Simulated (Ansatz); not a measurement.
# Al2O3 (Corundum, R-3c): lattice thermal conductivity, part 3 of 3

Aim: the lattice thermal conductivity of Al2O3 (Corundum) against temperature, and which phonons carry it.

Experimental results on record:
- thermal conductivity 30 W/m/K near room temperature (given in “Combining the AFLOW GIBBS and Elastic Libraries to efficiently and robustly screen thermo-mechanical properties of solids”, 2017, arXiv:1611.05714)

Ansatz 0.2.0; DFT LDA, scalar-relativistic, plane waves, PAW; PAW set soft_1.

So far, κ at 300 K (relaxation time) (W/m/K): step 5 (anharmonic force constants and conductivity, pair cutoff …) 39.9. Also highest frequency (cm⁻¹): step 5 899. The relaxed cell has a = 4.729, c = 12.890 Å (conventional setting).

**6. Third-order constants and the Boltzmann equation, pair cutoff 3.44 Å, distances inside cutoff 9 (continued)**

Distinct triplets, nearest first. Third order norms, by row:

```
   sites  side 1 (Å)  side 2 (Å)  side 3 (Å)  norm of the 27 components (eV/Å³)
Al-Al-Al           0           0           0                              81.95
   O-O-O           0           0           0                              93.01
 Al-Al-O           0        1.84        1.84                              63.54
  Al-O-O           0        1.84        1.84                              63.32
  Al-O-O           0        1.95        1.95                              35.26
 Al-O-Al           0        1.95        1.95                              34.61
  Al-O-O        1.95        1.95         2.5                              0.972
   O-O-O           0         2.5         2.5                              10.82
   O-O-O         2.5         2.5         2.5                              0.991
  Al-O-O        1.84        1.95         2.6                              0.741
   O-O-O           0         2.6         2.6                              8.345
 Al-O-Al        1.95        1.95        2.63                              1.602
Al-Al-Al           0        2.63        2.63                              12.73
  Al-O-O        1.84        1.95        2.71                              0.837
   O-O-O         2.5         2.6        2.71                              0.716
   O-O-O           0        2.71        2.71                              5.281
   O-O-O           0        2.71        2.71                              5.908
 Al-Al-O        1.84        1.95        2.77                              1.834
Al-Al-Al           0        2.77        2.77                              9.021
  Al-O-O        1.84        1.84        2.85                              0.805
   O-O-O        2.71        2.71        2.85                              0.448
   O-O-O         2.6        2.71        2.85                              0.421
   O-O-O         2.5        2.85        2.85                              0.377
   O-O-O           0        2.85        2.85                              3.881
   O-O-O           0        2.85        2.85                              3.781
   O-O-O        2.85        2.85        2.85                              0.245
 Al-O-Al        1.84        1.84         3.2                              1.659
  Al-O-O        1.84         2.5         3.2                              0.913
  Al-O-O        1.95        2.71         3.2                              0.517
 Al-Al-O        1.95        2.77         3.2                              0.416
```

Born charge (rows field, columns displacement) (e), principal values of the symmetric part by kind of site:

```
atom  atoms with these values    low  middle   high   mean
 Al1                        4   2.93    2.96   2.96   2.95
  O5                        6  -2.22   -2.08  -1.61  -1.97
```

In full for O5:

```
-2.08  0.00  0.00
 0.00 -1.88  0.26
 0.00  0.35 -1.95
```

RTA, 300 K. Kappa by branch, by row:

```
branch (by rank)  mean frequency (THz)  mean rms speed (km/s)  median lifetime (ps)  share of kappa
               1                  5.86                   4.01                  3.26           0.183
               2                  6.28                   4.29                  5.44           0.305
               3                  7.72                   3.58                  2.97           0.233
               4                  8.56                    2.6                  3.25           0.043
               5                  9.37                   2.22                  3.25           0.028
               6                  9.86                   2.23                  3.39           0.025
               7                 10.97                   1.71                  3.03           0.013
               8                 11.35                   1.55                  3.22           0.013
               9                 11.79                    1.8                  3.26           0.015
              10                  12.2                   1.61                  3.19           0.014
              11                 12.62                   1.44                  2.99            0.01
              12                 12.97                   1.75                  3.39           0.013
              13                 13.42                    2.3                  3.55           0.024
              14                 13.99                   1.97                   2.8           0.013
              15                 14.52                   1.89                  2.78           0.012
              16                 15.04                      2                  1.99           0.011
              17                 15.55                   1.83                  1.99           0.007
              18                 16.06                   1.71                  1.52           0.005
```

Table of spectral kappa at 300 K, relaxation time (W/m/K/THz) by frequency; read off at these points:

frequency (THz), spectral kappa at 300 K, relaxation time (W/m/K/THz) and a bar:
```
      0.2       0.00 
      1.2       4.28 #############
      1.8       1.68 #####
      2.2       9.94 ##############################
      2.8       1.31 ####
      3.2       4.81 ###############
      4.2       4.30 #############
      5.2       5.45 ################
      6.8       4.13 ############
      7.8       2.93 #########
      9.2       1.52 #####
     10.2       0.71 ##
     11.8       1.40 ####
     12.8       1.31 ####
     14.2       1.03 ###
     15.2       0.64 ##
     16.8       0.41 #
     17.8       0.42 #
     19.2       0.13 
     20.2       0.09 
     21.8       0.03 
     22.8       0.02 
     24.2       0.04 
     25.2       0.02 
     26.8       0.00
```

Relaxation-time solution. The share of κ carried by shorter paths by mean free path:

```
mean free path (nm)  100 K  300 K  800 K
              0.316      0      0  0.002
              0.464      0      0  0.008
                  1      0  0.002  0.044
               1.47      0  0.006  0.091
               3.16      0  0.025   0.26
               4.64      0  0.055  0.351
                 10      0  0.171  0.532
               14.7      0  0.247  0.615
               21.5  0.001  0.335    0.7
               46.4  0.004  0.504  0.814
               68.1  0.008  0.605   0.87
                147  0.029  0.749  0.912
                215  0.049   0.81  0.955
                464  0.134   0.87      1
                681  0.202  0.923      1
               1000  0.293  0.952      1
               2150  0.473      1      1
               3160  0.559      1      1
               6810  0.725      1      1
              10000  0.736      1      1
              21500  0.947      1      1
              31600      1      1      1
```

300 K; a sample spread over frequency. Mode lifetimes, by row, the first 40 of 90 rows:

```
    q1       q2       q3  branch  frequency (THz)  rms speed (km/s)  three-phonon rate (1/ps)  isotope rate (1/ps)  lifetime (ps)  mean free path (nm)
     0        0   0.0769       1             1.15              5.91                    0.0137              4.02e-8           73.1                  432
0.0769   0.0769  -0.2308       1            4.272              5.51                      0.23              1.34e-5           4.35                   24
0.0769   0.3077  -0.1538       1            5.413              4.88                     0.367              3.18e-5           2.72                 13.3
     0   0.3846   0.3846       1            6.159              2.98                     0.195              6.61e-5           5.13                 15.3
0.3846   0.4615  -0.3846       1            6.733              3.87                      0.39              9.26e-5           2.56                 9.91
0.0769   0.3846  -0.3846       1            7.045              1.73                     0.348              1.35e-4           2.87                 4.98
0.2308   0.4615  -0.3846       2             7.44               1.5                     0.336              1.19e-4           2.98                 4.47
0.0769   0.3846  -0.1538       3            7.763              2.08                     0.332              1.20e-4           3.01                 6.26
0.1538   0.4615   0.4615       3             8.06              2.31                     0.401              1.40e-4           2.49                 5.75
0.0769   0.2308  -0.1538       4            8.313              6.69                     0.224              2.48e-4           4.47                 29.9
0.0769  -0.3846  -0.2308       4            8.512              1.24                     0.415              1.27e-4           2.41                 2.99
0.0769   0.3077  -0.4615       4            8.807              1.06                     0.227              1.73e-4            4.4                 4.68
0.0769  -0.4615  -0.2308       5            9.056              1.89                     0.302              3.52e-4           3.31                 6.25
0.0769   0.0769   0.4615       5             9.25              0.46                      0.44              1.49e-4           2.27                 1.04
0.2308   0.2308   0.3846       5            9.417              0.98                     0.464              1.78e-4           2.15                  2.1
0.1538   0.3077  -0.3077       6            9.599              2.45                     0.224              5.47e-4           4.45                 10.9
0.0769   0.3846   0.4615       5            9.802              3.78                     0.205              4.00e-4           4.87                 18.4
0.0769   0.0769  -0.1538       5            10.21              3.86                     0.438              5.97e-5           2.28                 8.81
     0        0   0.3077       7            10.65              1.94                     0.335              0.00105           2.98                 5.76
     0   0.3077   0.4615       7            10.88              0.99                       0.3              0.00134           3.31                 3.28
0.1538   0.3077  -0.4615       7            11.09              1.79                     0.329              9.83e-4           3.03                 5.44
     0   0.0769  -0.0769       8            11.22              0.07                     0.335               0.0102            2.9                0.193
0.0769   0.2308  -0.3846       8            11.36              1.31                     0.391              0.00601           2.52                 3.29
0.2308   0.3077   0.4615       7            11.51               1.1                     0.308              0.00514           3.19                 3.52
0.0769   0.3077  -0.4615       9            11.65              1.37                     0.433              0.00342           2.29                 3.14
     0   0.0769   0.0769       8            11.82              2.55                     0.364              0.00236           2.73                 6.96
0.2308   0.3846  -0.2308       9            11.97              1.52                     0.287              0.00407           3.44                 5.22
0.3077   0.3846  -0.4615       9            12.11              0.94                     0.318              0.00628           3.08                 2.89
0.2308   0.2308   0.3077       9            12.24              1.56                     0.277               0.0061           3.53                 5.52
0.0769   0.2308  -0.3077      10            12.37              4.58                     0.173              0.00471           5.64                 25.8
0.3077   0.3846   0.3846       9            12.48              1.57                     0.246              0.00761           3.94                 6.17
0.1538   0.2308  -0.3846      11            12.59              1.84                     0.307              0.00501           3.21                 5.91
0.2308   0.2308  -0.3077      12            12.71              1.99                     0.332              0.00333           2.98                 5.93
0.0769   0.3077  -0.2308      12            12.83              1.83                     0.331              0.00557           2.97                 5.45
0.1538   0.1538  -0.1538      12            12.97              2.13                     0.432              0.00359            2.3                 4.89
0.1538  -0.2308  -0.2308      13            13.12              3.62                     0.164                0.001           6.07                   22
0.0769   0.1538   0.3846      12            13.28              0.76                     0.262              0.00261           3.78                 2.87
0.0769   0.1538   0.4615      13            13.45               1.6                     0.277              0.00283           3.57                 5.71
0.1538   0.1538   0.1538      12            13.62              3.51                     0.311              5.59e-4           3.21                 11.3
0.2308   0.3077   0.4615      14            13.79               1.5                     0.346              0.00265           2.87                 4.31
```

Without the LO-TO term. Gamma linewidths, by row:

```
branch  frequency (cm⁻¹)  three-phonon rate (1/ps)  isotope rate (1/ps)  FWHM (cm⁻¹)
     4             310.3                     0.695              3.74e-5         3.69
     5             373.2                     0.335               0.0123         1.84
     6             373.2                     0.335               0.0123         1.84
     7             388.8                     0.434              9.69e-4         2.31
     8             388.8                     0.434              9.69e-4         2.31
     9             395.9                     0.333              0.00539          1.8
    10             418.6                     0.238              7.74e-5         1.26
    11             434.6                     0.492              7.74e-4         2.61
    12             434.6                     0.492              7.74e-4         2.61
    13             438.3                     0.428              0.00357         2.29
    14             438.3                     0.428              0.00357         2.29
    15             445.3                     0.413              0.00143          2.2
    16             445.3                     0.413              0.00143          2.2
    17             526.2                     0.212              0.00433         1.15
    18             576.2                      0.81              0.00466         4.32
    19             576.2                      0.81              0.00466         4.32
    20             576.5                     0.479              0.00138         2.55
    21             576.5                     0.479              0.00138         2.55
    22             587.4                     0.326              0.00673         1.76
    23             602.8                      1.35              6.93e-4         7.18
    24             631.7                     0.601              0.00732         3.23
    25             631.7                     0.601              0.00732         3.23
    26               643                      1.23              0.00808         6.57
    27             690.5                     0.896               0.0114         4.82
    28               750                      1.64               0.0736         9.08
    29             750.7                       2.2               0.0753         12.1
    30             750.7                       2.2               0.0753         12.1
```

W/m/K, third of the trace; RTA populations with a boundary rate v/L added to each mode (Matthiessen's rule). Kappa by grain size, by row:

```
T (K)   bulk  10 nm  30 nm  100 nm  300 nm  1000 nm  10000 nm  100000 nm
  100  417.1  4.871  13.16    35.3   75.93    146.3     304.9      395.8
  300  38.35  9.673  16.23   23.84   29.71     34.2     37.74      38.28
  600  16.62  7.364  10.38    13.1   14.81    15.89     16.53      16.61
```

W/m/K, third of the trace; RTA populations with the isotope rates scaled. Kappa by mass disorder, by row:

```
T (K)  no isotopes  as typed  variance x 3  variance x 10  variance x 30
  100        418.9     417.1         413.7          403.3          380.4
  300        38.43     38.35         38.19          37.67           36.5
  600        16.64     16.62         16.58          16.44          16.09
```

At 300 K the relaxation-time value is 38.9 W/(m K), 0.97 times that of the rung before.

**7. The ladder**

Ladder, by row:

```
cells or q mesh  k mesh  pair cutoff  atoms in the supercell  q-mesh of the transport sums  κ at 300 K (relaxation time) (W/m/K)  κ at 300 K (full solution) (W/m/K)  core-minutes
          2x2x2   6x6x6        2.999                      80                         9×9×9                                 39.94                               40.01          56.2
          2x2x2   6x6x6         3.44                      80                      13×13×13                                 38.88                                   -         129.4
```

**8. What came out**

| Item | Value |
| --- | --- |
| highest frequency | 899.3 cm⁻¹ |
| Debye temperature from the second moment | 981 K |
| κ at 300 K (relaxation time) | 38.88 W/m/K |
| mean free path at half of κ | 45.3 nm |
| share of κ above the three lowest branches | 0.28 |

What this shows: The lattice of Al2O3 (Corundum) conducts 38.9 W/(m K) at 300 K by LDA (mean over directions, relaxation-time solution). Above 300 K the relaxation-time κ falls as T^-1.06, near the 1/T law of three-phonon scattering. The tensor is anisotropic, with a ratio of 1.2 between its largest and smallest diagonal entries. Grains of 100 nm would keep 62 % of the bulk value at 300 K, and grains of 1 µm 89 %. Removing the natural isotope disorder raises κ at 300 K by 0 %. The first rung (80 atoms, cutoff 3.00 Å) gave 39.9 W/(m K) by relaxation time for 0.43 times the cost of the last; short cutoffs miss scattering channels and can err either way, and the meshes changed too. A measured thermal conductivity near room temperature is 30 W/m/K (arXiv:1611.05714); the calculated 38.9 W/m/K differs by +30 %. Four-phonon, defect and boundary scattering, which are left out, would lower the calculated value; thermal expansion is left out too. The last run computed the relaxation-time solution alone; it counts normal processes as resistive, so the full solution usually lies higher, most of all in good conductors. The sum rules changed one orbit of cubic constants by up to 30 %; by the manual a large change points to a short cutoff or, on a small and distant orbit, to noisy forces. The conductivities include the coherence part between close branches; the shares for grains, isotopes, branches and paths are of the relaxation-time populations alone. Cubic couplings among atoms farther apart than the pair cutoff are dropped, and neither the cutoff nor the q-mesh was shown to be converged here. The interpolation has no quadrupole term, so branches near the zone centre are less sure, since this crystal has sites that are not centres of inversion. The PAW files were made for PBE and are used here under another functional, for which the program regenerates the frozen cores.

[Logs are printed without paths, hosts, clocks, repeated set-up lines and the standing remarks that a program may print on its own settings, such as how far it seeks lower states.]

[Hosts, paths, dates, database ids (printed as entryN), source tags and the programs' standing remarks are cut or masked in the printed files.]

[A step with changed settings may run another functional than the one named; its input shows which.]
